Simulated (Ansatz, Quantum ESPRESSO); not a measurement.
# BaLiF3 (Pm-3m): third-order response, part 2 of 3

Aim: Raman and infrared lines of BaLiF3 (Pm-3m).

Quantum ESPRESSO 8.0 development, patched; DFT LDA, scalar-relativistic, plane waves, PseudoDojo norm-conserving pseudopotentials.

So far. Step 2 (A probe with smearing): A gap of 6.6 eV opens on this mesh, so the crystal is taken as an insulator; the start stands at -5.7 GPa. Step 4 (Ground state): The cell stands at -0.012 GPa, close enough for phonons. The relaxed cell has a = 3.892 Å (conventional setting).

**5. Zone-centre response**

At q = 0 one unit cell holds all displacements; symmetry groups them into irreducible representations that are solved one by one. The response to a field gives ε∞ and the Born charges, which polar modes need. Third-order response adds the Raman tensors.

The input, ph.in:

```
phonons
&INPUTPH
  prefix = 'x'
  outdir = './tmp'
  fildyn = 'g.dyn'
  tr2_ph = 1.0d-18
  epsil  = .true.
  lraman = .true.
  elop   = .true.
/
0.000000000000 0.000000000000 0.000000000000
```

Command:

```bash
OMP_NUM_THREADS=1 mpirun -n 4 ph.x -nk 4 -in ph.in > ph.out
```

The log of the run:

```text
[banners, grids, parts of the stress and lines that vanish by symmetry left out]
[banner, memory and clock lines left out]
Program PHONON v.8.0dev

[...]
(   1q-points):
[...]
Exchange-correlation= PW
                           (   1   4   0   0   0   0   0)
[...]
kinetic-energy cut-off    =      84.0000  Ry
     charge density cut-off    =     336.0000  Ry
     convergence threshold     =      1.0E-18
[...]
Exchange-correlation= PW
                           (   1   4   0   0   0   0   0)
[...]
q = (   0.0000000   0.0000000   0.0000000 )
     49 Sym.Ops. (with q -> -q+G )
     G cutoff =  460.4911  (  41395 G-vectors)     FFT grid: ( 45, 45, 45)
     number of k points=    20
[...]
Mode symmetry, O_h (m-3m)  point group:
[...]
Dielectric constant
[...]
End of electric fields calculation
          Dielectric constant in cartesian axis
          (       2.716868902       0.000000000       0.000000000 )
          (       0.000000000       2.716868902       0.000000000 )
          (       0.000000000       0.000000000       2.716868902 )
          Effective charges (d Force / dE) in cartesian axis without acoustic sum rule applied (asr)
           atom    1  Ba    Mean Z*:        2.77626
      Ex  (        2.77626        0.00000        0.00000 )
      Ey  (        0.00000        2.77626        0.00000 )
      Ez  (        0.00000        0.00000        2.77626 )
           atom    2  Li    Mean Z*:        1.04948
      Ex  (        1.04948        0.00000        0.00000 )
      Ey  (        0.00000        1.04948        0.00000 )
      Ez  (        0.00000        0.00000        1.04948 )
           atom    3  F     Mean Z*:       -1.27519
      Ex  (       -1.02610        0.00000        0.00000 )
      Ey  (        0.00000       -1.39974        0.00000 )
      Ez  (        0.00000        0.00000       -1.39974 )
           atom    4  F     Mean Z*:       -1.27519
      Ex  (       -1.39974        0.00000        0.00000 )
      Ey  (        0.00000       -1.39974        0.00000 )
      Ez  (        0.00000        0.00000       -1.02610 )
           atom    5  F     Mean Z*:       -1.27519
      Ex  (       -1.39974        0.00000        0.00000 )
      Ey  (        0.00000       -1.02610        0.00000 )
      Ez  (        0.00000        0.00000       -1.39974 )
          Effective charges Sum: Mean:        0.00017
[...]
Effective charges (d Force / dE) in cartesian axis with asr applied:
           atom    1  Ba    Mean Z*:        2.77623
[...]
atom    2  Li    Mean Z*:        1.04945
[...]
atom    3  F     Mean Z*:       -1.27523
[...]
atom    4  F     Mean Z*:       -1.27523
[...]
atom    5  F     Mean Z*:       -1.27523
[...]
Dielectric constant from finite-differences
          (       2.716878418       0.000000000       0.000000000 )
          (       0.000000000       2.716878418       0.000000000 )
          (       0.000000000       0.000000000       2.716878418 )
[...]
(       0.000000000       0.000000000       0.000000000 )
          (       0.000000000       0.000000000      -0.000000000 )
          (       0.000000000       0.000000000       0.000000000 )
          (       0.000000000       0.000000000      -0.000000000 )
          (       0.000000000       0.000000000       0.000000000 )
          (       0.000000000       0.000000000       0.000000000 )
          (       0.000000000       0.000000000       0.000000000 )
          (       0.000000000       0.000000000       0.000000000 )
[...]
(       0.000000000       0.000000000       0.000000000 )
          (       0.000000000       0.000000000       0.000000000 )
          (       0.000000000       0.000000000       0.000000000 )
          (       0.000000000       0.000000000       0.000000000 )
          (       0.000000000       0.000000000       0.000000000 )
[...]
Representation #   1 modes #   1   2   3
[...]
End of self-consistent calculation
     Convergence has been achieved
     Representation #   2 modes #   4   5   6
[...]
End of self-consistent calculation
     Convergence has been achieved
     Representation #   3 modes #   7   8   9
[...]
End of self-consistent calculation
     Convergence has been achieved
     Representation #   4 modes #  10  11  12
[...]
End of self-consistent calculation
     Convergence has been achieved
     Representation #   5 modes #  13  14  15
[...]
End of self-consistent calculation
     Convergence has been achieved
[...]
Dielectric constant in cartesian axis
          (       2.716868902       0.000000000       0.000000000 )
          (       0.000000000       2.716868902       0.000000000 )
          (       0.000000000       0.000000000       2.716868902 )
          Effective charges (d Force / dE) in cartesian axis without acoustic sum rule applied (asr)
           atom    1  Ba    Mean Z*:        2.77626
      Ex  (        2.77626        0.00000        0.00000 )
      Ey  (        0.00000        2.77626        0.00000 )
      Ez  (        0.00000        0.00000        2.77626 )
           atom    2  Li    Mean Z*:        1.04948
      Ex  (        1.04948        0.00000        0.00000 )
      Ey  (        0.00000        1.04948        0.00000 )
      Ez  (        0.00000        0.00000        1.04948 )
           atom    3  F     Mean Z*:       -1.27519
      Ex  (       -1.02610        0.00000        0.00000 )
      Ey  (        0.00000       -1.39974        0.00000 )
      Ez  (        0.00000        0.00000       -1.39974 )
           atom    4  F     Mean Z*:       -1.27519
      Ex  (       -1.39974        0.00000        0.00000 )
      Ey  (        0.00000       -1.39974        0.00000 )
      Ez  (        0.00000        0.00000       -1.02610 )
           atom    5  F     Mean Z*:       -1.27519
      Ex  (       -1.39974        0.00000        0.00000 )
      Ey  (        0.00000       -1.02610        0.00000 )
      Ez  (        0.00000        0.00000       -1.39974 )
          Effective charges Sum: Mean:        0.00017
[...]
Effective charges (d Force / dE) in cartesian axis with asr applied:
           atom    1  Ba    Mean Z*:        2.77623
[...]
atom    2  Li    Mean Z*:        1.04945
[...]
atom    3  F     Mean Z*:       -1.27523
[...]
atom    4  F     Mean Z*:       -1.27523
[...]
atom    5  F     Mean Z*:       -1.27523
[...]
q = (    0.000000000   0.000000000   0.000000000 )
[...]
freq (    1) =      -0.055024 [THz] =      -1.835400 [cm-1]
     freq (    2) =      -0.055024 [THz] =      -1.835400 [cm-1]
     freq (    3) =      -0.055024 [THz] =      -1.835400 [cm-1]
     freq (    4) =       4.562378 [THz] =     152.184560 [cm-1]
     freq (    5) =       4.562378 [THz] =     152.184560 [cm-1]
     freq (    6) =       4.562378 [THz] =     152.184560 [cm-1]
     freq (    7) =       6.109300 [THz] =     203.784310 [cm-1]
     freq (    8) =       6.109300 [THz] =     203.784310 [cm-1]
     freq (    9) =       6.109300 [THz] =     203.784310 [cm-1]
     freq (   10) =       9.841336 [THz] =     328.271618 [cm-1]
     freq (   11) =       9.841336 [THz] =     328.271618 [cm-1]
     freq (   12) =       9.841336 [THz] =     328.271618 [cm-1]
     freq (   13) =      12.137766 [THz] =     404.872306 [cm-1]
     freq (   14) =      12.137766 [THz] =     404.872306 [cm-1]
     freq (   15) =      12.137766 [THz] =     404.872306 [cm-1]
[...]
Mode symmetry, O_h (m-3m)  point group:
     freq (   1-   3) =         -1.8  [cm-1]   --> T_1u G_15  G_4- I
     freq (   4-   6) =        152.2  [cm-1]   --> T_1u G_15  G_4- I
     freq (   7-   9) =        203.8  [cm-1]   --> T_2u G_25  G_5-
     freq (  10-  12) =        328.3  [cm-1]   --> T_1u G_15  G_4- I
     freq (  13-  15) =        404.9  [cm-1]   --> T_1u G_15  G_4- I
```

Elapsed: 5.9 min, on 4 MPI ranks of AMD EPYC 9R45, shared host.

This step gave:

```
miss of the charge sum rule                                       : 1.60e-4 e
largest acoustic frequency at the zone centre before the sum rule : -1.84 cm⁻¹
highest optical zone-centre mode (no LO-TO term)                  : 404.9 cm⁻¹
lowest optical zone-centre mode                                   : 152.2 cm⁻¹
mean high-frequency dielectric constant                           : 2.717
largest Born charge in size (third of the trace)                  : 2.776 e
```

Born charge (rows field, columns displacement), before the sum rule (e), principal values of the symmetric part by kind of site:

```tsv
atom	atoms with these values	low	middle	high	mean
Ba1	1	2.78	2.78	2.78	2.78
Li2	1	1.05	1.05	1.05	1.05
F3	3	-1.40	-1.40	-1.03	-1.28
```

In full for Ba1:

```
2.78 0.00 0.00
0.00 2.78 0.00
0.00 0.00 2.78
```

High-frequency dielectric tensor:

```
2.72 0.00 0.00
0.00 2.72 0.00
0.00 0.00 2.72
```

The acoustic modes at Γ come out as far as 1.8 cm⁻¹ from zero, where they should vanish, a small numerical error; the Born charges miss their sum rule by 1.6e-4 e, which is good.

**6. Zone-centre analysis**

A rigid shift of the crystal must cost nothing, but grids and finite bases break this; the acoustic sum rule is imposed before the matrix is diagonalised again. With Born charges the intensities follow, and the static dielectric tensor.

The input, dynmat.in:

```
&INPUT
  fildyn = 'g.dyn'
  asr    = 'simple'
  fileig = 'dynmat.eig'
  lperm  = .true.
/
```

Command:

```bash
dynmat.x -in dynmat.in > dynmat.out
```

The log of the run:

```text
[banner, memory and clock lines left out]
Program DYNMAT v.8.0dev

     Reading Dynamical Matrix from file g.dyn
     ...Force constants read
     ...epsilon and Z* read
     ...Raman cross sections read
     A direction for q was not specified:TO-LO splitting will be absent

     Polarizability (A^3 units)
     multiply by 0.636015 for Clausius-Mossotti correction (not under assume_isolated = 'mt')
         8.057368    0.000000    0.000000
         0.000000    8.057368    0.000000
         0.000000    0.000000    8.057368

     IR activities are in (D/A)^2/amu units

# mode   [cm-1]    [THz]      IR
    1     -0.00   -0.0000    0.0000
    2      0.00    0.0000    0.0000
    3      0.00    0.0000    0.0000
    4    152.21    4.5632    5.1996
    5    152.21    4.5632    5.1996
    6    152.21    4.5632    5.1996
    7    203.81    6.1102    0.0000
    8    203.81    6.1102    0.0000
    9    203.81    6.1102    0.0000
   10    328.29    9.8419    0.8124
   11    328.29    9.8419    0.8124
   12    328.29    9.8419    0.8124
   13    404.87   12.1378    4.9816
   14    404.87   12.1378    4.9816
   15    404.87   12.1378    4.9816

Electronic dielectric permittivity tensor (relative, adimensional)
         2.716869    0.000000    0.000000
         0.000000    2.716869    0.000000
         0.000000    0.000000    2.716869

 ... with zone-center polar mode contributions
        12.204910   -0.000000   -0.000000
        -0.000000   12.204910    0.000000
        -0.000000    0.000000   12.204910

[end of the log left out, with the tail of the file of modes that dynmat.x writes under the same name]
```

The job ended after 0.58 s (1 thread).

This step gave:

* mean static dielectric constant: 12.20

Unit eigenvectors of the mass-weighted matrix after the sum rule; no LO-TO term. Modes at Γ, with each element's share of the kinetic energy:

```tsv
mode	frequency (cm⁻¹)	symmetry	Ba %	Li %	F %
1	0.0	acoustic	68	3	28
2	0.0	acoustic	68	3	28
3	0.0	acoustic	68	3	28
4	152.2	T1u	31	3	66
5	152.2	T1u	31	3	66
6	152.2	T1u	31	3	66
7	203.8	T2u	0	0	100
8	203.8	T2u	0	0	100
9	203.8	T2u	0	0	100
10	328.3	T1u	0	5	95
11	328.3	T1u	0	5	95
12	328.3	T1u	0	5	95
13	404.9	T1u	0	89	11
14	404.9	T1u	0	89	11
15	404.9	T1u	0	89	11
```

Displacements in mode 6 (152.2 cm⁻¹), the largest set to 1:
```
Ba1  0.00 -0.15  0.44
Li2  0.01  0.20 -0.59
F3   0.01  0.34 -0.97
F4   0.01  0.34 -1.00
F5   0.01  0.35 -0.97
```

Displacements in mode 8 (203.8 cm⁻¹), the largest set to 1:
```
Ba1  0.00  0.00  0.00
Li2  0.00  0.00  0.00
F3   0.00 -0.20  1.00
F4  -0.08  0.20  0.00
F5   0.08  0.00 -1.00
```

Degenerate modes summed, no LO-TO term. Lines of the infrared spectrum (strongest = 100):

```tsv
position (cm⁻¹)	lines merged	label	IR intensity, relative
152	3	T1u	100
204	3	T2u	0.0
328	3	T1u	16
405	3	T1u	96
```

Static dielectric tensor (ions relaxed, fixed cell):

```
12.20  0.00  0.00
 0.00 12.20  0.00
 0.00  0.00 12.20
```

The rule moves no optical mode by more than 0.1 cm⁻¹.

**7. Sum rules set otherwise: a sum rule for molecules or wires on a crystal**

This rule also removes rotations, which suits wires and not a crystal; it is tried to see the harm.

The input, dynmat.in:

```
&INPUT
  fildyn = 'g.dyn'
  asr    = 'one-dim'
  fileig = 'dynmat.eig'
  lperm  = .true.
/
```

Command:

```bash
dynmat.x -in dynmat.in > dynmat.out
```

The log of the run:

```text
[banner, memory and clock lines left out]
Program DYNMAT v.8.0dev

     Reading Dynamical Matrix from file g.dyn
     ...Force constants read
     ...epsilon and Z* read
     ...Raman cross sections read
asr rotation axis in 1D system=    3
     Acoustic Sum Rule: || Z*(ASR) - Z*(orig)|| =    1.282361E-04
     Acoustic Sum Rule: ||dyn(ASR) - dyn(orig)||=    9.871934E-02
     Message from routine dynmat:
     WARNING: the charges keep any dipole. Ignore the strengths of the modes set to zero; with q typed a rigid rotation may get a frequency
     A direction for q was not specified:TO-LO splitting will be absent

     Polarizability (A^3 units)
     multiply by 0.636015 for Clausius-Mossotti correction (not under assume_isolated = 'mt')
         8.057368    0.000000    0.000000
         0.000000    8.057368    0.000000
         0.000000    0.000000    8.057368

     IR activities are in (D/A)^2/amu units

# mode   [cm-1]    [THz]      IR
    1     -0.00   -0.0000    0.0012
    2     -0.00   -0.0000    1.1882
    3     -0.00   -0.0000    0.0317
    4      0.00    0.0000    0.0313
    5    152.21    4.5631    5.1998
    6    152.21    4.5631    5.1998
    7    184.60    5.5342    3.0130
    8    203.78    6.1093    0.0000
    9    203.78    6.1093    0.0000
   10    294.22    8.8204    2.5872
   11    328.27    9.8413    0.8122
   12    328.27    9.8413    0.8122
   13    394.92   11.8393    4.1410
   14    404.87   12.1376    4.9816
   15    404.87   12.1376    4.9816

Electronic dielectric permittivity tensor (relative, adimensional)
         2.716869    0.000000    0.000000
         0.000000    2.716869    0.000000
         0.000000    0.000000    2.716869

 ... with zone-center polar mode contributions
        10.080538    2.124951   -0.000000
         2.124951   10.080538   -0.000000
        -0.000000   -0.000000   12.205489

[end of the log left out, with the tail of the file of modes that dynmat.x writes under the same name]
```

It took 0.57 s on 1 thread.

The run ended normally, but on settings that are not sound.

The fault: a sum rule for molecules or wires on a crystal; 1 optical mode is projected out to zero frequency, as if it were a rotation, and the static dielectric tensor is spoilt.

For a crystal the rule has to be 'simple' or 'crystal'.

Zone-centre frequencies as printed; negative means imaginary. Modes:

```tsv
mode	frequency (cm⁻¹)
1	0
2	0
3	0
4	0
5	152.2
6	152.2
7	184.6
8	203.8
9	203.8
10	294.2
11	328.3
12	328.3
13	394.9
14	404.9
15	404.9
```

**8. Sum rules set otherwise (asr crystal)**

The rule can be imposed in more than one way; the choices should agree where the raw error is small.

The input, dynmat.in:

```
&INPUT
  fildyn = 'g.dyn'
  asr    = 'crystal'
  fileig = 'dynmat.eig'
  lperm  = .true.
/
```

Command:

```bash
dynmat.x -in dynmat.in > dynmat.out
```

The log of the run:

```text
[banner, memory and clock lines left out]
Program DYNMAT v.8.0dev

     Reading Dynamical Matrix from file g.dyn
     ...Force constants read
     ...epsilon and Z* read
     ...Raman cross sections read
     Acoustic Sum Rule: || Z*(ASR) - Z*(orig)|| =    1.282361E-04
     Acoustic Sum Rule: ||dyn(ASR) - dyn(orig)||=    2.910735E-05
     A direction for q was not specified:TO-LO splitting will be absent

     Polarizability (A^3 units)
     multiply by 0.636015 for Clausius-Mossotti correction (not under assume_isolated = 'mt')
         8.057368    0.000000    0.000000
         0.000000    8.057368    0.000000
         0.000000    0.000000    8.057368

     IR activities are in (D/A)^2/amu units

# mode   [cm-1]    [THz]      IR
    1     -0.00   -0.0000    0.0000
    2     -0.00   -0.0000    0.0000
    3      0.00    0.0000    0.0000
    4    152.21    4.5631    5.1998
    5    152.21    4.5631    5.1998
    6    152.21    4.5631    5.1998
    7    203.78    6.1093    0.0000
    8    203.78    6.1093    0.0000
    9    203.78    6.1093    0.0000
   10    328.27    9.8413    0.8122
   11    328.27    9.8413    0.8122
   12    328.27    9.8413    0.8122
   13    404.87   12.1376    4.9816
   14    404.87   12.1376    4.9816
   15    404.87   12.1376    4.9816

Electronic dielectric permittivity tensor (relative, adimensional)
         2.716869    0.000000    0.000000
         0.000000    2.716869    0.000000
         0.000000    0.000000    2.716869

 ... with zone-center polar mode contributions
        12.205489    0.000000   -0.000000
         0.000000   12.205489    0.000000
        -0.000000    0.000000   12.205489

[end of the log left out, with the tail of the file of modes that dynmat.x writes under the same name]
```

It took 0.57 s on 1 thread.

Numbers from this step:

- mean static dielectric constant: 12.21

Zone-centre frequencies as printed; negative means imaginary. Modes:

```tsv
mode	frequency (cm⁻¹)
1	0
2	0
3	0
4	152.2
5	152.2
6	152.2
7	203.8
8	203.8
9	203.8
10	328.3
11	328.3
12	328.3
13	404.9
14	404.9
15	404.9
```

Against the first rule no mode moves by more than 0.1 cm⁻¹.

**9. The LO-TO splitting (1 0 0)**

A longitudinal polar mode sets up a macroscopic field that stiffens it; the term hangs on the direction from which q goes to zero.

The input, dynmat.in:

```
&INPUT
  fildyn = 'g.dyn'
  asr    = 'simple'
  fileig = 'dynmat.eig'
  q(1)   = 1.0
  q(2)   = 0.0
  q(3)   = 0.0
/
```

Command:

```bash
dynmat.x -in dynmat.in > dynmat.out
```

The log of the run:

```text
[banner, memory and clock lines left out]
Program DYNMAT v.8.0dev

     Reading Dynamical Matrix from file g.dyn
     ...Force constants read
     ...epsilon and Z* read
     ...Raman cross sections read

     Polarizability (A^3 units)
     multiply by 0.636015 for Clausius-Mossotti correction (not under assume_isolated = 'mt')
         8.057368    0.000000    0.000000
         0.000000    8.057368    0.000000
         0.000000    0.000000    8.057368

     IR activities are in (D/A)^2/amu units

# mode   [cm-1]    [THz]      IR
    1     -0.00   -0.0000    0.0000
    2     -0.00   -0.0000    0.0000
    3      0.00    0.0000    0.0000
    4    152.21    4.5632    5.1996
    5    152.21    4.5632    5.1996
    6    203.81    6.1102    0.0000
    7    203.81    6.1102    0.0000
    8    203.81    6.1102    0.0000
    9    245.44    7.3580    1.2251
   10    328.29    9.8419    0.8124
   11    328.29    9.8419    0.8124
   12    338.51   10.1483    0.2799
   13    404.87   12.1378    4.9816
   14    404.87   12.1378    4.9816
   15    516.12   15.4728    9.4886

[end of the log left out, with the tail of the file of modes that dynmat.x writes under the same name]
```

Run time: 0.57 s. Hardware: 1 thread.

Read from the output:

```
highest mode moved by the LO-TO term : 516.1 cm⁻¹
```

Zone-centre frequencies as printed; negative means imaginary. Modes:

```tsv
mode	frequency (cm⁻¹)
1	0
2	0
3	0
4	152.2
5	152.2
6	203.8
7	203.8
8	203.8
9	245.4
10	328.3
11	328.3
12	338.5
13	404.9
14	404.9
15	516.1
```

The field moves 3 modes; the highest of them now lies at 516 cm⁻¹, where the highest that moved away lay at 405.

(Part 2 of 3 ends here.)

[Host names and launcher messages were left out of these logs when they were recorded.]

[Logs are printed without paths, hosts, clocks, repeated set-up lines and the standing remarks that a program may print on its own settings, such as how far it seeks lower states.]

[Hosts, paths, dates, database ids (printed as entryN), source tags and the programs' standing remarks are cut or masked in the printed files.]
